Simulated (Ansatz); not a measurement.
# Dielectric response of KF (001) films, part 4 of 5

Aim: the electronic and static ε of rocksalt KF (001) from films of three thicknesses in a field.

Ansatz 0.2.0; plane-wave DFT, PBE, Ansatz PAW (the session's first sound run).

So far. Step 17 (Response with the atoms relaxed, 10 atoms, units 5): The induced dipole is that of a conductor 12.55 Å thick. Step 18 (Relaxation, 16 atoms, units 8): The gap is 5.24 eV, with the valence edge 5.98 eV and the conduction edge 0.74 eV under the upper vacuum level.

**19. Side by side**

Times are for 8 threads of Arm Neoverse V2, shared host. The runs compared:

```tsv
no.	units	gap by band count (eV)	electron affinity, upper face (eV)	time	memory (GiB)
1	3	5.182	0.8018	5.7 s	0.77
2	5	5.227	0.7502	11 s	1.1
3	8	5.238	0.7386	29 s	1.9
```

The valence density, planar mean (3) oscillates, so the rows of the table below give means over windows of 1 Å about each position, cut where the curve ends. Its maxima inside the range that stand out by 2 % of the span (Å: e/Å³): 9.0: 1.10, 11.7: 1.12, 14.3: 1.10. Its minima: 10.4: 0.0347, 13.0: 0.0347.

The runs together. Table of valence density, planar mean by z; means over each step:

```tsv
z (Å)	3 (e/Å³)	5 (e/Å³)	8 (e/Å³)
5	7.4e-6	8.6e-6	1.1e-5
6	1.3e-4	1.5e-4	2.0e-4
7	0.00327	0.00401	0.00545
8	0.147	0.178	0.231
9	0.849	0.833	0.807
10	0.126	0.111	0.0891
11	0.368	0.425	0.504
12	0.705	0.653	0.577
13	0.0681	0.0657	0.0719
14	0.659	0.679	0.740
15	0.416	0.395	0.323
16	0.0118	0.110	0.142
17	3.7e-4	0.837	0.847
18	2.0e-5	0.181	0.140
19	1.2e-6	0.281	0.324
20	0	0.772	0.742
21	0	0.0609	0.0696
22	0	0.00142	0.587
23	0	8.3e-5	0.652
```

**20. The relaxed film, single point, 16 atoms, units 8**

The next thickness, treated alike, so that differences show the interior and the faces cancel.

File input.yaml:

```yaml
crystal:
  lattice:
    - [3.78302128, 0.0, 0.0]
    - [0.0, 3.78302128, 0.0]
    - [0.0, 0.0, 36.725]
  atoms:
    - { symbol: K, position: [0.5, 0.5, 0.2403764928] }
    - { symbol: F, position: [0.0, 0.0, 0.2410754811] }
    - { symbol: K, position: [0.0, 0.0, 0.3143539068] }
    - { symbol: F, position: [0.5, 0.5, 0.3140132121] }
    - { symbol: K, position: [0.5, 0.5, 0.3885475764] }
    - { symbol: F, position: [0.0, 0.0, 0.3886504153] }
    - { symbol: K, position: [0.0, 0.0, 0.4628727051] }
    - { symbol: F, position: [0.5, 0.5, 0.4628335878] }
    - { symbol: K, position: [0.5, 0.5, 0.5371273014] }
    - { symbol: F, position: [0.0, 0.0, 0.5371663906] }
    - { symbol: K, position: [0.0, 0.0, 0.6114524295] }
    - { symbol: F, position: [0.5, 0.5, 0.6113495804] }
    - { symbol: K, position: [0.5, 0.5, 0.6856460984] }
    - { symbol: F, position: [0.0, 0.0, 0.6859867892] }
    - { symbol: K, position: [0.0, 0.0, 0.7596235157] }
    - { symbol: F, position: [0.5, 0.5, 0.7589245174] }
kpoints:
  mp_grid: { grid: [8, 8, 1] }
hamiltonian:
  xc: pbe
scf:
  occupations: { method: fixed }
  convergence: { dr2_threshold: 1.0e-09 }
efield:
  axis: 3
  dipole_correction: true
  ramp_position: 0.97
  ramp_width: 0.06
output:
  eigenvalues: true
  dos: { projected: true, e_range: [-7, 7] }
  write_potential: true
  write_density: true
  volumetric_format: npy
checkpoint:
  write: end8.run
  compress: false
  write_wavefunctions: false
```

On the command line:

```bash
ansatz run input.yaml --threads 8 --pin off --max-ram 12288MiB --backend cpu --events-out ev --progress --plain --runs-dir out
```

Numbers of over 12 decimals in the logs are rounded to 6 here.

The program printed:

```text
[...]
Crystal: 16 atoms, lattice volume = 525.581 Å³
Basis set: ecut = 420 eV, 10211 PW (Γ)
Bands: 80, of which v1, the nominal top of the filled ones, is band 64 counted from 1 (63 counted from 0)
Symmetry: 8 space group operations
k-points: 15 of 64
[...]
k-point 1: bands = [... 60 lower, -1.6532, -1.6510, -1.6080, -1.6079, 3.8579, 3.8755, 4.6974, 4.8519, ... 12 higher]
  k-point 2: bands = [... 60 lower, -1.7323, -1.7221, -1.7138, -1.7138, 4.3716, 4.3899, 5.2563, 5.5216, ... 12 higher]
  k-point 14: bands = [... 60 lower, -1.6764, -1.6764, -1.6651, -1.6651, 6.5238, 6.5238, 6.7340, 6.7340, ... 12 higher]
[key lines of the parts left out:]
SCF converged after 8 iterations
Free energy (F): -18790.096446 eV
Fermi energy:    -1.563436 eV
Dipole field:    D = 0.000002 V/Å  (p = 0.000005 e·Å, saw-weighted, corrected)
Work function:   Φ+ = 5.9762 eV   Φ− = 5.9761 eV
```

Wall time 9.7 s (8 threads of Arm Neoverse V2, shared host); peak memory 2 GiB; 75 s of CPU time.

Running mean over 2.675 Å of the planar mean; the ramp of the sawtooth is left out. Table of electron's electrostatic potential energy less the highest filled level by z:

```tsv
z (Å)	electron's electrostatic potential energy less the highest filled level (eV)
4	5.98
5	5.98
6	5.96
7	5.34
8	1.87
9	1.27
10	1.36
11	1.28
12	1.25
13	1.43
14	1.22
15	1.29
16	1.38
17	1.22
18	1.37
19	1.29
20	1.23
21	1.43
22	1.24
23	1.24
24	1.42
25	1.24
26	1.32
27	1.32
28	1.29
29	2.71
30	5.75
31	5.97
32	5.98
33	5.98
```

The gap is 5.24 eV, with the valence edge 5.98 eV and the conduction edge 0.74 eV under the upper vacuum level.

**21. Single point, 16 atoms, units 8, field 0.05 V/Å**

input.yaml: that of step 20 with these lines changed.

```diff
@@ -28,3 +28,3 @@
   occupations: { method: fixed }
-  convergence: { dr2_threshold: 1.0e-09 }
+  convergence: { dr2_threshold: 1.0e-10 }
 efield:
@@ -34,5 +34,4 @@
   ramp_width: 0.06
+  amplitude: 0.05
 output:
-  eigenvalues: true
-  dos: { projected: true, e_range: [-7, 7] }
   write_potential: true
@@ -40,5 +39 @@
   volumetric_format: npy
-checkpoint:
-  write: end8.run
-  compress: false
-  write_wavefunctions: false
```

The program printed:

```text
[...]
Crystal: 16 atoms, lattice volume = 525.581 Å³
Basis set: ecut = 420 eV, 10211 PW (Γ)
Bands: 80, of which v1, the nominal top of the filled ones, is band 64 counted from 1 (63 counted from 0)
Symmetry: 8 space group operations
k-points: 15 of 64
[...]
k-point 0: bands = [... 60 lower, -1.5710, -1.5057, -1.3233, -1.3233, 3.3543, 4.0013, 4.3421, 4.5561, ... 12 higher]
  k-point 1: bands = [... 60 lower, -1.6154, -1.5031, -1.4143, -1.3677, 3.5335, 4.1892, 4.5461, 4.8004, ... 12 higher]
  k-point 2: bands = [... 60 lower, -1.7209, -1.6162, -1.5019, -1.4733, 4.0417, 4.7104, 5.0834, 5.4919, ... 12 higher]
  k-point 14: bands = [... 60 lower, -1.6750, -1.4398, -1.4398, -1.4324, 6.4621, 6.4621, 6.7405, 6.7405, ... 12 higher]
[key lines of the parts left out:]
SCF converged after 12 iterations
Free energy (F): -18790.097525 eV
Fermi energy:    -1.323305 eV
Dipole field:    D = 0.014861 V/Å  (p = 0.043166 e·Å, saw-weighted, corrected)
```

Elapsed: 11 s, on 8 threads; peak memory 1.9 GiB.

The dipole is 0.0432 e·Å, and the gap on the mesh 4.678 eV.

**22. Single point, 16 atoms, units 8, field -0.05 V/Å**

input.yaml: that of step 21 with these lines changed.

```diff
@@ -34,3 +34,3 @@
   ramp_width: 0.06
-  amplitude: 0.05
+  amplitude: -0.05
 output:
```

The program printed:

```text
[...]
Crystal: 16 atoms, lattice volume = 525.581 Å³
Basis set: ecut = 420 eV, 10211 PW (Γ)
Bands: 80, of which v1, the nominal top of the filled ones, is band 64 counted from 1 (63 counted from 0)
Symmetry: 8 space group operations
k-points: 15 of 64
[...]
k-point 0: bands = [... 60 lower, -1.5710, -1.5057, -1.3233, -1.3233, 3.3553, 4.0004, 4.3421, 4.5559, ... 12 higher]
  k-point 1: bands = [... 60 lower, -1.6153, -1.5031, -1.4143, -1.3677, 3.5346, 4.1883, 4.5460, 4.8004, ... 12 higher]
  k-point 2: bands = [... 60 lower, -1.7209, -1.6162, -1.5019, -1.4734, 4.0428, 4.7095, 5.0832, 5.4919, ... 12 higher]
  k-point 14: bands = [... 60 lower, -1.6750, -1.4398, -1.4398, -1.4324, 6.4621, 6.4621, 6.7405, 6.7405, ... 12 higher]
[key lines of the parts left out:]
SCF converged after 12 iterations
Free energy (F): -18790.097525 eV
Fermi energy:    -1.323312 eV
Dipole field:    D = -0.014859 V/Å  (p = -0.043158 e·Å, saw-weighted, corrected)
```

The job ended after 11 s (8 threads; peak memory 1.9 GiB; 87 s of CPU time).

The dipole is -0.0432 e·Å, and the gap on the mesh 4.679 eV.

**23. Response with the atoms held, 16 atoms, units 8**

This step: plane-wave DFT, PBE, Ansatz PAW; response to a field along the normal, atoms held (Ansatz 0.2.0).

Local field over the applied field, running mean. From the potentials at -0.05 and 0.05 V/Å; running mean over 2.675 Å, taken twice. Table of local field over applied field by z:

z (Å), local field over applied field and a bar from the least value:
```
        4      0.999 ##############################
        5      0.992 ##############################
        6      0.946 ###########################
        7      0.813 ###################
        8      0.642 #########
        9      0.526 ##
       10      0.498 
       11      0.501 
       12      0.506 
       13      0.509 #
       14      0.509 #
       15      0.509 #
       16      0.508 #
       17      0.508 #
       18      0.509 #
       19      0.509 #
       20      0.508 #
       21      0.509 #
       22      0.509 #
       23      0.509 #
       24      0.508 #
       25      0.505 
       26      0.500 
       27      0.500 
       28      0.548 ###
       29      0.687 ###########
       30      0.858 ######################
       31      0.966 ############################
       32      0.995 ##############################
```

The induced dipole is that of a conductor 10.91 Å thick.

**24. Field on, atoms free, 16 atoms, units 8, field 0.05 V/Å**

This step: plane-wave DFT, PBE, Ansatz PAW (Ansatz 0.2.0).

The same pair of relaxations in the field for this thickness.

input.yaml: that of step 22 with these lines changed.

```diff
@@ -34,3 +34,6 @@
   ramp_width: 0.06
-  amplitude: -0.05
+  amplitude: 0.05
+relax:
+  f_tol: 0.0006
+  max_steps: 70
 output:
```

The program printed:

```text
[...]
Crystal: 16 atoms, lattice volume = 525.581 Å³
Basis set: ecut = 420 eV, 10211 PW (Γ), exchange–correlation on 54×54×500 points (8 copies of the dense FFT grid, shifted against one another)
Bands: 80, of which v1, the nominal top of the filled ones, is band 64 counted from 1 (63 counted from 0)
Symmetry: 8 space group operations
k-points: 15 of 64
[...]
- { symbol: K, position: [0, 0.0, 0.462965] }
    - { symbol: F, position: [0.5, 0.5, 0.462740] }
    - { symbol: K, position: [0.5, 0.5, 0.537223] }
    - { symbol: F, position: [0, 0.0, 0.537072] }
    - { symbol: K, position: [0, 0.0, 0.611558] }
    - { symbol: F, position: [0.5, 0.5, 0.611250] }
    - { symbol: K, position: [0.5, 0.5, 0.685720] }
    - { symbol: F, position: [0, 0.0, 0.685910] }
    - { symbol: K, position: [0, 0.0, 0.759766] }
    - { symbol: F, position: [0.5, 0.5, 0.758782] }
[key lines of the parts left out:]
SCF converged after 6 iterations
Free energy (F): -18790.098140 eV
Fermi energy:    -1.505035 eV
Dipole field:    D = 0.026677 V/Å  (p = 0.077484 e·Å, saw-weighted, corrected)
```

The job ended after 27 s (8 threads; peak memory 1.9 GiB).

The relaxation took 4 steps and lowered the energy by 8.6e-4 eV; the largest force on the free atoms ends at 3.7e-4 eV/Å.

The dipole is 0.0775 e·Å, and the gap on the mesh 5.065 eV.

**25. Field on, atoms free, 16 atoms, units 8, field -0.05 V/Å**

The opposite sign, again from the field-free geometry; the difference of the two cancels what relaxes without a field.

input.yaml: that of step 24 with these lines changed.

```diff
@@ -34,3 +34,3 @@
   ramp_width: 0.06
-  amplitude: 0.05
+  amplitude: -0.05
 relax:
```

The program printed:

```text
[...]
Crystal: 16 atoms, lattice volume = 525.581 Å³
Basis set: ecut = 420 eV, 10211 PW (Γ), exchange–correlation on 54×54×500 points (8 copies of the dense FFT grid, shifted against one another)
Bands: 80, of which v1, the nominal top of the filled ones, is band 64 counted from 1 (63 counted from 0)
Symmetry: 8 space group operations
k-points: 15 of 64
[...]
- { symbol: K, position: [0, 0.0, 0.462775] }
    - { symbol: F, position: [0.5, 0.5, 0.462929] }
    - { symbol: K, position: [0.5, 0.5, 0.537036] }
    - { symbol: F, position: [0, 0.0, 0.537262] }
    - { symbol: K, position: [0, 0.0, 0.611361] }
    - { symbol: F, position: [0.5, 0.5, 0.611454] }
    - { symbol: K, position: [0.5, 0.5, 0.685569] }
    - { symbol: F, position: [0, 0.0, 0.686075] }
    - { symbol: K, position: [0, 0.0, 0.759492] }
    - { symbol: F, position: [0.5, 0.5, 0.759069] }
[key lines of the parts left out:]
SCF converged after 5 iterations
Free energy (F): -18790.098141 eV
Fermi energy:    -1.505540 eV
Dipole field:    D = -0.026677 V/Å  (p = -0.077484 e·Å, saw-weighted, corrected)
```

Run time: 26 s. Hardware: 8 threads; peak memory 1.9 GiB.

The relaxation took 4 steps and lowered the energy by 8.6e-4 eV; the largest force on the free atoms ends at 2.2e-4 eV/Å.

The dipole is -0.0775 e·Å, and the gap on the mesh 5.066 eV.

**26. Response with the atoms relaxed, 16 atoms, units 8**

This step: plane-wave DFT, PBE, Ansatz PAW; response to a field along the normal, atoms relaxed (Ansatz 0.2.0).

Local field over the applied field, running mean. From the potentials at -0.05 and 0.05 V/Å; running mean over 2.675 Å, taken twice. Local field over applied field against z:

```tsv
z (Å)	local field over applied field
4	0.999
5	0.994
6	0.940
7	0.657
8	0.259
9	0.0138
10	0.0524
11	0.158
12	0.190
13	0.160
14	0.127
15	0.123
16	0.134
17	0.141
18	0.143
19	0.142
20	0.140
21	0.131
22	0.122
23	0.132
24	0.170
25	0.186
26	0.127
27	0.0257
28	0.0619
29	0.372
30	0.755
31	0.973
32	0.996
```

The induced dipole is that of a conductor 19.59 Å thick.

**27. Electronic ε from the series**

This step: plane-wave DFT, PBE, Ansatz PAW; permittivity from the thickness series, atoms held (Ansatz 0.2.0).

Each added layer adds t(1 − 1/ε) to the dipole term, so the slope against thickness gives ε without a choice of where the film ends.

This step gave:

```yaml
slope: 0.4914
intercept_of_the_fit: 1.544 Å
eps_of_the_interior: 1.966
```

The equivalent conductor thickness by distance between the outer atoms:

```tsv
distance between the outer atoms (Å)	equivalent conductor thickness (Å)
5.43	4.21
10.88	6.89
19.07	10.9
```

By hand, from the thinnest and the thickest film: slope = (10.915 − 4.210) / (19.069 − 5.426) = 0.491, so ε = 1/(1 − 0.491) = 1.97.

**28. Static ε from the series**

This step: plane-wave DFT, PBE, Ansatz PAW; permittivity from the thickness series, atoms relaxed (Ansatz 0.2.0).

The same fit for the relaxed films. The nearer its slope lies to 1, the more ε hangs on small errors.

Numbers from this step:

| Property | Result |
| --- | --- |
| slope | 0.8583 |
| intercept of the fit | 3.220 Å |
| ε of the interior | 7.057 |

Table of equivalent conductor thickness by distance between the outer atoms:

```tsv
distance between the outer atoms (Å)	equivalent conductor thickness (Å)
5.43	7.89
10.88	12.5
19.07	19.6
```

By hand, from the thinnest and the thickest film: slope = (19.594 − 7.888) / (19.070 − 5.427) = 0.858, so ε = 1/(1 − 0.858) = 7.04. One nm of such a film has the capacitance of 3.9/7.04 = 0.55 nm of SiO₂ (its equivalent oxide thickness).

**29. The bulk crystal**

This step: plane-wave DFT, PBE, Ansatz PAW (Ansatz 0.2.0).

System of this step: rocksalt KF. Symmetry: Fm-3m, No. 225, cubic system. The conventional cell has a = 5.350 Å, b = 5.350 Å, c = 5.350 Å, α = 90.00°, β = 90.00°, γ = 90.00°. Nearest to K lie 6 F at 2.67 Å. F has 6 K at 2.67 Å nearest. Farther neighbours and most contacts between anions are not listed.

Band edges are better read in the bulk than in a thin slab, where confinement and surface states shift them. The bulk run gives them against its mean potential.

File input.yaml:

```yaml
crystal:
  lattice:
    - [0.0, 2.675, 2.675]
    - [2.675, 0.0, 2.675]
    - [2.675, 2.675, 0.0]
  atoms:
    - { symbol: K, position: [0.0, 0.0, 0.0] }
    - { symbol: F, position: [0.5, 0.5, 0.5] }
kpoints:
  mp_grid: { grid: [10, 10, 10] }
  band_path: { path: [VBM, CBM], npoints: 1 }
hamiltonian:
  xc: pbe
scf:
  occupations: { method: fixed }
  convergence: { dr2_threshold: 1.0e-09 }
output:
  eigenvalues: true
checkpoint:
  write: bulk.run
  compress: false
  write_wavefunctions: false
```

The program printed:

```text
[...]
Crystal: 2 atoms, lattice volume = 38.283 Å³
Basis set: ecut = 420 eV, 725 PW (Γ)
Bands: 12, of which v1, the nominal top of the filled ones, is band 8 counted from 1 (7 counted from 0)
Symmetry: 48 space group operations
[...]
k-points: 47 of 1000
[...]
SCF iter   1: F=—  HF=-2348.797272 eV  |F-HF|=—  |Δ(HF+E_count)|=         —  Δρ=6.25e-4  dr2=6.88e-5  ethr=1.77e-3  ⟨swp⟩=4.3  Hψ=3045  notcnv=0  defer=79
[...]
SCF iter   9: F=-2348.797237 eV  HF=-2348.797237 eV  |F-HF|=2.50e-11  |Δ(HF+E_count)|=   1.12e-9  Δρ=3.12e-7  dr2=2.85e-11  ethr=6.25e-12  ⟨swp⟩=2.0  Hψ=2281  notcnv=0
SCF 1 converged in 9 iterations: F = -2348.797237 eV  dr2 = 2.85e-11
[...]
SCF converged after 9 iterations
Free energy (F): -2348.797237 eV
[...]
Internal energy: -2348.797237 eV  (E = F + TS)
E sigma→0 (E₀):  -2348.797237 eV
Fermi energy:    1.437267 eV
[...]
--- Band table (eV; the first three rows and the last of 47) ---
  k-point 0: bands = [... 4 lower, -7.9494, 1.4373, 1.4373, 1.4373, 7.6001, 12.1024, 12.1024, 12.1024]
  k-point 1: bands = [... 4 lower, -7.9530, 1.3453, 1.4029, 1.4029, 7.8805, 11.9344, 12.2354, 12.2354]
  k-point 2: bands = [... 4 lower, -7.9622, 1.1265, 1.3147, 1.3147, 8.6286, 11.6275, 12.5915, 12.5915]
  k-point 46: bands = [... 4 lower, -8.0481, 1.0682, 1.2532, 1.2990, 10.6731, 11.6863, 12.5073, 14.7949]
```

Wall time 0.51 s (8 threads); peak memory 0.28 GiB.

This step gave:

| Quantity | Value |
| --- | --- |
| gap on the k-mesh | 6.163 eV |
| gap along the path | 6.163 eV |
| smallest direct gap along the path | 6.163 eV |
| gap, the smaller of path and mesh | 6.163 eV |

The gap is 6.16 eV.

**30. Band edges against the vacuum, levels PBE**

This step: plane-wave DFT, PBE, Ansatz PAW; band edges against the vacuum, bulk levels by PBE (Ansatz 0.2.0).

System of this step: KF (001), 8 units. The cell holds 16 atoms: 8 K and 8 F. Cell: a = 3.783 Å, b = 3.783 Å, c = 36.725 Å, α = 90.0°, β = 90.0°, γ = 90.0°. It derives from KF (rocksalt KF). Vacuum lies along c.

The averaged potential in the middle of the thickest slab ties the bulk's levels to the vacuum level.

File align.yaml:

```yaml
surface:
  bulk: { run: bulk.run }
  slab: { run: end8.run, axis: 3 }
  face: plus
  period: 2.675
```

On the command line:

```bash
ansatz align-bands align.yaml -- --threads 8 --pin off
```

The program printed:

```text
plus face
ionisation energy 6.053 eV
electron affinity -0.109 eV
  bulk: levels by pbe on the potential of pbe; from 17.03 to 19.70 Å its average varies by 0.2081 eV and climbs by -0.0000; the bulk's density to 2.00 % (its layers are strained against the bulk's: take a thicker slab or side, or run the bulk at their strain)
  vacuum: slopes by 0.0000 eV/Å; line-up 4.6706 eV
  the slab's own level stands +0.077 eV from the bulk's
  of the slab's run: its band edges are its mesh's, and a band can turn off it. A run with kpoints.band_path: { path: [VBM, CBM], npoints: 1 } finds the zone's; the potential's macroscopic average varies by 0.2081 eV from 17.025 to 19.700 Å, more than 0.03 eV: the crystal is too thin there to have an interior, or the window reaches out of it, or the period is not the layers'
```

It took 0.05 s on 8 threads.

Numbers from this step:

| Quantity | Value |
| --- | --- |
| ionisation energy | 6.053 eV |
| electron affinity | -0.1094 eV |
| slab level shift | 0.07733 eV |

Check by hand: ionisation energy less affinity, 6.05 − (-0.11) = 6.16 eV, is the bulk gap at this level.

The program warns that the averaged potential varies by 0.21 eV in the slab's middle, which these edges carry as an error.

[end of part 4 of 5]

[Logs are printed without paths, hosts, clocks, repeated set-up lines and the standing remarks that a program may print on its own settings, such as how far it seeks lower states.]

[Hosts, paths, dates, database ids (printed as entryN), source tags and the programs' standing remarks are cut or masked in the printed files.]

[Maps of the electrostatic potential energy from Ansatz leave out the sawtooth potential of an applied field or a dipole correction, so their vacuum need not be flat; planar profiles and work functions include it.]
